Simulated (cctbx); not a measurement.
# Reading a Patterson map

Space group Ima2 (no. 46), a = 7.8590 Å, b = 13.0160 Å, c = 7.6470 Å, α = 90.00°, β = 90.00°, γ = 90.00°, content Bi12 Re4 Sn12 Cr8.

The data are simulated with cctbx, not measured: Mo Kα, λ = 0.71073 Å, to d = 0.7 Å, 80 % of the full sphere, strongest reflection 5000 counts, noise from counting, a 1.5 % proportional error and a noise floor of 2 counts (s.d.); no absorption.

Patterson synthesis, origin scaled to 1000:

```text
Patterson group I m m m
      u       v       w   height  length (A)
  0.000   0.000   0.000   1000.0     0.00
  0.000   0.500   0.500    731.0     7.55
  0.249   0.000   0.334    210.0     3.22
  0.249   0.211   0.000    195.5     3.37
  0.000   0.415   0.000    186.3     5.40
  0.000   0.208   0.383    179.9     3.99
  0.000   0.071   0.500    145.8     3.93
  0.000   0.288   0.118    138.6     3.85
  0.000   0.178   0.247    132.4     2.99
  0.000   0.333   0.253    127.4     4.74
  0.251   0.126   0.206    100.6     3.01
  0.000   0.000   0.399     66.5     3.05
  0.000   0.250   0.264     64.5     3.83
  0.000   0.159   0.500     60.5     4.35
```

Q: Assign the vectors.

A peak at u stands for all pairs with xi − xj = u, with weight Σ ZiZj against Σ Z² = 139776 at the origin. Peak heights follow these weights only roughly, since form factors, motion and series ripples differ, all vectors within 0.55 Å of a peak are counted as merged into it though the farther ones add only part of their weight, and F(000) is left out, which lowers the whole map:

| u | v | w | shortest length (Å) | height | 1000 ΣZiZj/ΣZ² | pairs in the cell |
| --- | --- | --- | --- | --- | --- | --- |
| 0.000 | 0.500 | 0.500 | 3.93 | 731 | 928 | 12 × Bi–Bi, 4 × Re–Re, 8 × Sn–Sn, 8 × Cr–Cr |
| 0.249 | 0.000 | 0.334 | 3.22 | 210 | 297 | 4 × Bi–Re, 4 × Bi–Sn |
| 0.249 | 0.211 | 0.000 | 3.37 | 196 | 356 | 8 × Bi–Re |
| 0.000 | 0.415 | 0.000 | 5.40 | 186 | 197 | 4 × Bi–Bi |
| 0.000 | 0.208 | 0.383 | 3.99 | 180 | 197 | 4 × Bi–Bi |
| 0.000 | 0.071 | 0.500 | 3.93 | 146 | 197 | 4 × Bi–Bi |
| 0.000 | 0.288 | 0.118 | 3.86 | 139 | 197 | 4 × Bi–Bi |
| 0.000 | 0.178 | 0.247 | 2.99 | 132 | 167 | 4 × Re–Sn, 2 × Bi–Sn |
| 0.000 | 0.333 | 0.253 | 4.75 | 127 | 167 | 4 × Re–Sn, 2 × Bi–Sn |
| 0.251 | 0.126 | 0.206 | 3.01 | 101 | 119 | 4 × Bi–Sn |

The table stops at ten peaks or at a height of 45, below which ripples compete. In the model behind the data Bi, the heaviest element, has 3 independent sites: (3/4, 0.5062, 0.5976), (3/4, 0.7188, 0.2190) and (1/4, 0.8030, 0.7078), up to an allowed shift of origin; the Bi–Bi vectors are differences of these positions and their symmetry mates. Elements of similar Z can't be told apart from the map alone. The whole model:

| atom | mult. | x | y | z | Ueq (Å²) |
| --- | --- | --- | --- | --- | --- |
| Bi1 | 4 | 3/4 | 0.5062 | 0.5976 | 0.0207 |
| Bi2 | 4 | 3/4 | 0.7188 | 0.2190 | 0.0115 |
| Bi3 | 4 | 1/4 | 0.8030 | 0.7078 | 0.0245 |
| Re1 | 4 | 0 | 0 | 0.7538 | 0.0140 |
| Sn1 | 8 | 0.0025 | 0.8339 | 0.0109 | 0.0225 |
| Sn2 | 4 | 3/4 | 0.5259 | 0.9945 | 0.0169 |
| Cr1 | 8 | 0.0300 | 0.6251 | 0.8801 | 0.0288 |

The model is made up (kin elements in a known structure type, no relaxation), so it says nothing on whether the phase exists.

[Logs are printed without paths, hosts, clocks, repeated set-up lines and the standing remarks that a program may print on its own settings, such as how far it seeks lower states.]
